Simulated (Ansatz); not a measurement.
# GaAs (F-43m): a many-body input that goes wrong, and its mend

A first try at the G0W0 gap of GaAs (F-43m), what the program said, and an input that works.

Main program and level: Ansatz 0.2.0; G0W0 on PBE, plane waves, PAW.

### Step 1. The starting structure

Symmetry: F-43m, No. 216, cubic system. The conventional cell has a = 5.654 Å, b = 5.654 Å, c = 5.654 Å, α = 90.00°, β = 90.00°, γ = 90.00°. Nearest to Ga lie 4 As at 2.45 Å. As has 4 Ga at 2.45 Å nearest. Farther neighbours are not listed.

The cell and positions come from the Crystallography Open Database and are kept as given unless a step says otherwise. The default PAW set here is soft_1. Its files were made with PBE.

### Step 2. First try

input.yaml reads:

```yaml
crystal:
  lattice:
    - [0.0, 2.82685, 2.82685]
    - [2.82685, 0.0, 2.82685]
    - [2.82685, 2.82685, 0.0]
  atoms:
    - { symbol: Ga, position: [0.0, 0.0, 0.0] }
    - { symbol: As, position: [0.25, 0.25, 0.25] }
kpoints:
  mp_grid: { grid: [1, 1, 1] }
hamiltonian:
  xc: pbe
  pseudopotentials: { kind: paw, azcp: { folder: "./paw" } }
scf:
  occupations: { method: fixed }
gw:
  n_empty_bands: 73
  ecut_chi: 80
  qp_bands: [v2, c2]
  qp_kpoints: band_edges
  screening: { model: contour_deformation }
```

Command:

```
$ ansatz run input.yaml --threads 3 --pin off --max-ram 92160MiB --backend cuda --events-out ev --progress --plain --runs-dir out --devices 1 --max-vram 13GiB
```

Numbers of over 12 decimals in the logs are rounded to 6 here.

Log:

```text
GPUs: using 1 of 1 available (devices: 1).
Engine: ansatz 0.2.0, x86_64-unknown-linux-gnu
Pseudopotentials: kind: paw
Pseudopotential: Ga, paw, valence charge 13, recommended cutoff 420 eV (normal), <dir>
Pseudopotential: As, paw, valence charge 15, recommended cutoff 420 eV (normal), <dir>
Functional definition: PBE
  parameter kappa = 0.804
  parameter beta = 0.066725
  exchange = pbe_x(kappa = kappa, mu = beta*pi^2/3)
  correlation = pbe_c(beta = beta)
device memory: the entry about to start is reckoned to put 0.4 GiB on a device that reports 77.2 GiB free (of which the cap on the GPU budget leaves the run 13.0 GiB)
GPU FFT provider: cuFFT
GPU libraries: cuBLAS 13.8.2, cuFFT 12.4.0, cuSOLVER 12.3.4
Crystal: 2 atoms, lattice volume = 45.179 Å³
Basis set: ecut = 420 eV, 893 PW (Γ)
Bands: 18, of which v1, the nominal top of the filled ones, is band 14 counted from 1 (13 counted from 0)
Symmetry: 24 space group operations
Space group: F-43m (ITA 216), of the structure as read, at distance tolerance 3.6e-5 Å
k-points: 1
Non-local potential: Ga, projectors of the file, l = 0: 2, l = 1: 2, l = 2: 3, l = 3: 1
Non-local potential: As, projectors of the file, l = 0: 2, l = 1: 2, l = 2: 3, l = 3: 1
PAW form: soft (Blöchl's): semilocal exchange-correlation on the pseudo side does not see the compensation charge
PAW one-centre angular grid: Ga, 590 points (default); XC on 64 Gauss nodes
PAW one-centre angular grid: As, 590 points (default); XC on 64 Gauss nodes
Initial density: superposition of atomic densities (chi_scale 0.1, normalization cell, long waves kept (reshape's long-wave potential 0.00 eV rms))
Initial wavefunctions: pseudopotential atomic-orbital guess
GPU buffer pool allocated for 19683 grid points (all kernels)
GPU transforms: local potential and band sums: pruned to the plane-wave sphere, on 25×25×25
Functional: x = pbe(κ = 0.804, μ = 0.219515), c = pbe(β = 0.066725)
SCF iter   1: F=—  HF=-8623.267541 eV  |F-HF|=—  |Δ(HF+E_count)|=         —  Δρ=1.12e-1  dr2=5.41e0  ethr=3.10e-3  ⟨swp⟩=4.0  Hψ=79  notcnv=0
preconditioner: auto → none  [insulator: Δε(μ)=0.521 eV  Ē_g=12.798 eV  n_scr=14 (ndim 8)  ℏωp=23.4 eV  f_vac=0.001  ε∞_Penn≈4.4]
SCF iter   2: F=—  HF=-8622.158596 eV  |F-HF|=—  |Δ(HF+E_count)|=    1.11e0  Δρ=5.59e-2  dr2=9.92e-1  ethr=3.10e-3  ⟨swp⟩=4.0  Hψ=52  notcnv=0
SCF iter   3: F=—  HF=-8622.056664 eV  |F-HF|=—  |Δ(HF+E_count)|=   1.02e-1  Δρ=2.17e-2  dr2=2.28e-1  ethr=3.10e-3  ⟨swp⟩=2.0  Hψ=33  notcnv=0
SCF iter   4: F=—  HF=-8622.027831 eV  |F-HF|=—  |Δ(HF+E_count)|=   2.88e-2  Δρ=5.48e-3  dr2=5.71e-3  ethr=8.14e-4  ⟨swp⟩=2.0  Hψ=31  notcnv=0
SCF iter   5: F=—  HF=-8622.026767 eV  |F-HF|=—  |Δ(HF+E_count)|=   1.06e-3  Δρ=1.61e-3  dr2=6.25e-4  ethr=2.04e-5  ⟨swp⟩=2.0  Hψ=31  notcnv=0
SCF iter   6: F=—  HF=-8622.027090 eV  |F-HF|=—  |Δ(HF+E_count)|=   3.23e-4  Δρ=3.12e-4  dr2=2.85e-5  ethr=2.23e-6  ⟨swp⟩=2.0  Hψ=26  notcnv=0
SCF iter   7: F=—  HF=-8622.027114 eV  |F-HF|=—  |Δ(HF+E_count)|=   2.39e-5  Δρ=3.78e-5  dr2=4.01e-7  ethr=1.02e-7  ⟨swp⟩=3.0  Hψ=32  notcnv=0
SCF iter   8: F=-8622.027115 eV  HF=-8622.027115 eV  |F-HF|=1.57e-8  |Δ(HF+E_count)|=   4.35e-7  Δρ=3.97e-6  dr2=2.61e-9  ethr=3.57e-10  ⟨swp⟩=5.0  Hψ=71  notcnv=0
SCF 1 converged in 8 iterations: F = -8622.027115 eV  dr2 = 2.61e-9
[...]
device memory: the entry about to start is reckoned to put 0.5 GiB on a device that reports 76.6 GiB free (of which the cap on the GPU budget leaves the run 13.0 GiB)
NSCF: frozen V_eff on 1 k-points
[...]
device memory: the entry about to start is reckoned to put 0.5 GiB on a device that reports 75.6 GiB free (of which the cap on the GPU budget leaves the run 13.0 GiB)
NSCF: frozen V_eff on 1 k-points
G₀W₀ screening: q 1/1
G₀W₀ self-energy: k 1/1
device memory: the entry about to start is reckoned to put 0.3 GiB on a device that reports 73.3 GiB free (of which the cap on the GPU budget leaves the run 13.0 GiB)
NSCF: frozen V_eff on 1 k-points
device memory: the entry about to start is reckoned to put 0.3 GiB on a device that reports 73.2 GiB free (of which the cap on the GPU budget leaves the run 13.0 GiB)
NSCF: frozen V_eff on 1 k-points
device memory: the entry about to start is reckoned to put 0.3 GiB on a device that reports 73.1 GiB free (of which the cap on the GPU budget leaves the run 13.0 GiB)
NSCF: frozen V_eff on 1 k-points
device memory: the entry about to start is reckoned to put 0.3 GiB on a device that reports 73.1 GiB free (of which the cap on the GPU budget leaves the run 13.0 GiB)
NSCF: frozen V_eff on 1 k-points
SCF converged after 8 iterations
Free energy (F): -8622.027115 eV
Harris-Foulkes:  -8622.027115 eV  (|F-HF|=1.57e-8)
Internal energy: -8622.027115 eV  (E = F + TS)
E sigma→0 (E₀):  -8622.027115 eV
Fermi energy:    9.088620 eV
--- Per-component energies (eV) ---
  E_band       = -268.147185
  E_kinetic    = 232.341437
  E_local      = -3707.207393  (includes V_loc(G=0)·N_el)
  E_nonlocal   = -471.324948
  E_hartree    = 2184.198912
  E_xc         = -132.126425
  E_vxc        = -128.438744  (∫ρ·V_xc dr)
  E_paw        = -4029.180666  (= ΣΔE_a)
  E_vpaw       = -561.913451  (= ΣTr[D̂ρ^β])
  E_aug_tail   = -0.000245  (compensation charges beyond the density's cutoff)
  E_ewald      = -2698.727786
  E_smearing   = -0.000000  (= −TS)
  E_closure    = -0.000000  (closes the sum)
  Σ components = -8622.027115   (vs F -8622.027115, Δ=0.00e0)
--- Band table (eV) ---
  k-point 0: bands = [... 10 lower, -3.7374, 9.0886, 9.0886, 9.0886, 9.3113, 12.0591, 12.0591, 12.0591]
--- G₀W₀: contour deformation, 8 samples at zero and on the imaginary axis and 1 off it, 1 q-point, 73 empty bands' worth ---
  eigenvalues of the whole cell's RPA ε∞ on this k-mesh (on a slab, of 1 + 4πα/V) = 11836.1135, 11836.1135, 11836.1135; static W/v taken at q = 0 is 0.000084
  bands read: the sum over 87 bands ends inside a degenerate multiplet in 1 slot, whose members it reads at an even weight; the widest, k=0: bands 87 to 89 (counted from 1) at 1/3 each
  gw.qp_kpoints: band_edges: 1 of 1 stored k-point solved, in 1 pass; an edge of the gap read off the rows below is read off those points alone
    ik  band        ε_KS         Σx   Σc(E_QP)       V_xc       Z   E_QP_lin       E_QP  E_QP is
     0    13      9.0886   -20.5230     4.9499   -15.2484  0.7746     8.7712     8.7640  root
     0    14      9.0886   -20.5230     4.9499   -15.2484  0.7746     8.7712     8.7640  root
     0    15      9.3113    -9.2288    -6.6287   -16.1721  0.6768     9.6071     9.6259  root
     0    16     12.0591    -5.6919    -6.7624   -11.7924  0.8442    11.4010    11.3972  root
```

The job ended after 10 s (1 × NVIDIA H100 80GB HBM3 (shared by 6 runs) with 3 threads of AMD EPYC 7R13 (Zen 3), shared host; peak memory 1 GiB).

Reading the cycles: dr2 is the Hartree energy of the density residual (eV), the measure of convergence; HF is the Harris–Foulkes estimate of the energy, which meets the free energy F at convergence.

Q: What is the fault?

The run ended normally, though the input holds a fault or crude settings.

The fault: G0W0 on a mesh far too coarse. So few points can't sample the density or the screening, and the band edges may lie elsewhere in the zone.

It printed a gap of 0.86 eV, which is an artefact of the settings.

### Step 3. A better input

Now the one-shot GW correction: screening in the RPA, then the self-energy of the levels asked for.

input.yaml: that of step 2 with these lines changed.

```diff
@@ -9,3 +9,3 @@
 kpoints:
-  mp_grid: { grid: [1, 1, 1] }
+  mp_grid: { grid: [6, 6, 6] }
 hamiltonian:
@@ -16,4 +16,4 @@
 gw:
-  n_empty_bands: 73
-  ecut_chi: 80
+  n_empty_bands: 134
+  ecut_chi: 120
   qp_bands: [v2, c2]
```

Log:

```text
GPUs: using 1 of 1 available (devices: 1).
[...]
GPU FFT provider: cuFFT
GPU libraries: cuBLAS 13.8.2, cuFFT 12.4.0, cuSOLVER 12.3.4
Crystal: 2 atoms, lattice volume = 45.179 Å³
Basis set: ecut = 420 eV, 893 PW (Γ)
Bands: 18, of which v1, the nominal top of the filled ones, is band 14 counted from 1 (13 counted from 0)
[... 1 set-up line as in the run before ...]
[...]
k-points: 16 of 216 (time reversal used)
[...]
GPU buffer pool allocated for 19683 grid points (all kernels)
[...]
SCF iter   1: F=—  HF=-8639.912317 eV  |F-HF|=—  |Δ(HF+E_count)|=         —  Δρ=4.43e-2  dr2=4.96e-1  ethr=3.10e-3  ⟨swp⟩=4.5  Hψ=1239  notcnv=0  defer=24
[...]
SCF iter   7: F=-8639.826293 eV  HF=-8639.826293 eV  |F-HF|=1.51e-8  |Δ(HF+E_count)|=   6.87e-8  Δρ=1.05e-5  dr2=3.92e-8  ethr=3.57e-10  ⟨swp⟩=4.2  Hψ=1320  notcnv=0
SCF 1 converged in 7 iterations: F = -8639.826293 eV  dr2 = 3.92e-8
[...]
0    13      7.9331   -16.8657     1.0864   -15.3218  0.7492     7.4558     7.4755  root
     0    14      7.9331   -16.8657     1.0864   -15.3218  0.7492     7.4558     7.4755  root
     0    15      8.4491   -12.0394    -3.6950   -16.0455  0.7607     8.7661     8.7602  root
     0    16     11.6676    -7.8370    -4.2899   -12.1900  0.7452    11.7309    11.7307  root
     1    13      7.5527   -16.5279     1.1818   -14.8767  0.7470     7.0611     7.0833  root
     1    14      7.5527   -16.5279     1.1818   -14.8767  0.7470     7.0611     7.0833  root
     1    15      9.5664   -10.4272    -3.7865   -14.3934  0.7566     9.7478     9.7462  root
     1    16     12.2146    -7.9984    -4.4533   -12.5239  0.7390    12.2871    12.2868  root
[...]
12    13      5.2564   -15.6704     2.0971   -13.0194  0.7208     4.6745     4.7025  root
    12    14      5.2564   -15.6704     2.0971   -13.0194  0.7208     4.6745     4.7025  root
    12    15      9.3994    -6.8910    -3.7166   -10.4650  0.7675     9.2578     9.2569  root
    12    16      9.5941    -8.1810    -3.7542   -11.9072  0.7615     9.5661     9.5661  root
[key lines of the parts left out:]
SCF converged after 7 iterations
Free energy (F): -8639.826293 eV
Fermi energy:    7.933069 eV
```

Elapsed: 22 s, on 1 × NVIDIA H100 80GB HBM3 (shared by 6 runs) with 3 threads; peak memory 1.1 GiB; 12 s of CPU time.

Numbers from this step:

```yaml
bands_summed: 148
rpa_eps_infinity_on_this_mesh_eigenvalues: 50.11, 50.11, 50.11
plane_waves_in_the_screening_matrix: 137
q_points_in_the_mesh: 216
g0w0_gap_on_the_mesh: 1.285 eV
k_of_the_valence_top: 0, 0, 0
k_of_the_conduction_bottom: 0, 0, 0
starting_gap_on_the_mesh: 0.5160 eV
z_at_the_valence_top: 0.7492
z_at_the_conduction_bottom: 0.7607
least_direct_g0w0_gap_on_the_computed_points: 1.285 eV
```

The gap on the mesh goes from 0.52 eV to 1.28 eV, a correction of +0.77 eV. Between the two edge states, bare exchange in place of the xc potential would open the gap by 5.55 eV, and correlation takes back 4.78 eV.

### Step 4. Outcome

| Item | Value |
| --- | --- |
| first try | converged after 10 s |
| better run | G0W0 gap on the mesh 1.28 eV (6×6×6 mesh, 134 empty bands, screening to 120 eV) |

In words: The second run differs in: mesh, empty bands and screening cutoff (eV). Bands and cutoff are finite, so the gap is not at the basis limit. The miss can reach some tenths of an eV and take either sign; the mesh is an error of its own. The 6×6×6 mesh is coarse for this cell (its supercell is 24 Å along the shortest edge). The RPA ε∞ on it, from the PBE start, is 50.11; such meshes misread the long-range screening, most where the gap is narrow. The RPA ε∞ on this mesh reaches over 25; with a narrow direct gap a coarse mesh can overstate it, and the correction is then too small. The many-body steps are scalar-relativistic: spin-orbit coupling is not in them.

[Paths, hosts, dates, memory and timing lines, banners, echoed tables and standing remarks are left out of the program output.]

[Logs are printed without paths, hosts, clocks, repeated set-up lines and the standing remarks that a program may print on its own settings, such as how far it seeks lower states.]

[Runs of the session that timed out or met a known fault of the program may be left out.]

[Cells called generated may have been cut or substituted from an entry of the Crystallography Open Database or the Materials Project.]

[Hosts, paths, dates, database ids (printed as entryN), source tags and the programs' standing remarks are cut or masked in the printed files.]
